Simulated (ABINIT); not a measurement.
An input for ABINIT 10.8.3 (MgS (F-43m)):

```
acell 3*1.0 Angstrom
rprim 
  -0.000000000000 2.833120046800 2.833120046800
  2.833120046800 -0.000000000000 2.833120046800
  2.833120046800 2.833120046800 -0.000000000000
ntypat 2
znucl 12 16
natom 2
typat 1 2
xred 
  0.000000000000 0.000000000000 0.000000000000
  0.750000000000 0.750000000000 0.750000000000
pp_dirpath "pseudos"
pseudos "Mg.upf, S.upf"
ecut 38
ngkpt 4 4 4
nshiftk 1
shiftk 0 0 0
kptopt 1
chksymbreak 0
istwfk *1
occopt 1
irdwfk 1
optdriver 4
nband 26
gwcalctyp 28
ecutsigx 38
symsigma 0
nkptgw 8
kptgw 
  0.0000000000 0.0000000000 0.0000000000
  0.2500000000 0.0000000000 0.0000000000
  0.5000000000 0.0000000000 0.0000000000
  0.2500000000 0.2500000000 0.0000000000
  0.5000000000 0.2500000000 0.0000000000
  -0.2500000000 0.2500000000 0.0000000000
  0.5000000000 0.5000000000 0.0000000000
  -0.2500000000 0.5000000000 0.2500000000
bdgw 
  1 18
  1 18
  1 18
  1 18
  1 18
  1 18
  1 18
  1 18
ecuteps 3.2
irdscr 1
ppmodel 1
rhoqpmix 0.3
indata_prefix "in"
outdata_prefix "out"
tmpdata_prefix "tmp"
```

```sh
OMP_NUM_THREADS=1 mpirun -n 4 abinit run.abi > log
```

Estimate wall time and host memory on 4 MPI ranks of Arm Neoverse V1, shared host.

It took 52 s; on shared hardware allow 26 s to 1.7 min. Peak host memory was 1.4 GiB.

[Paths, hosts, dates, memory and timing lines, banners, echoed tables and standing remarks are left out of the program output.]

[Logs are printed without paths, hosts, clocks, repeated set-up lines and the standing remarks that a program may print on its own settings, such as how far it seeks lower states.]

[Runs of the session that timed out or met a known fault of the program may be left out.]

[Hosts, paths, dates, database ids (printed as entryN), source tags and the programs' standing remarks are cut or masked in the printed files.]

[G0W0 gaps are taken among the corrected bands and points alone; a level outside them can change the order at an edge.]

[Where Ansatz stands beside ABINIT at settings called matched, ABINIT's density can come from a denser mesh and the files from another edition; pairs whose starting gaps differed by over 0.03 eV were left out, so agreement reads better than it is.]
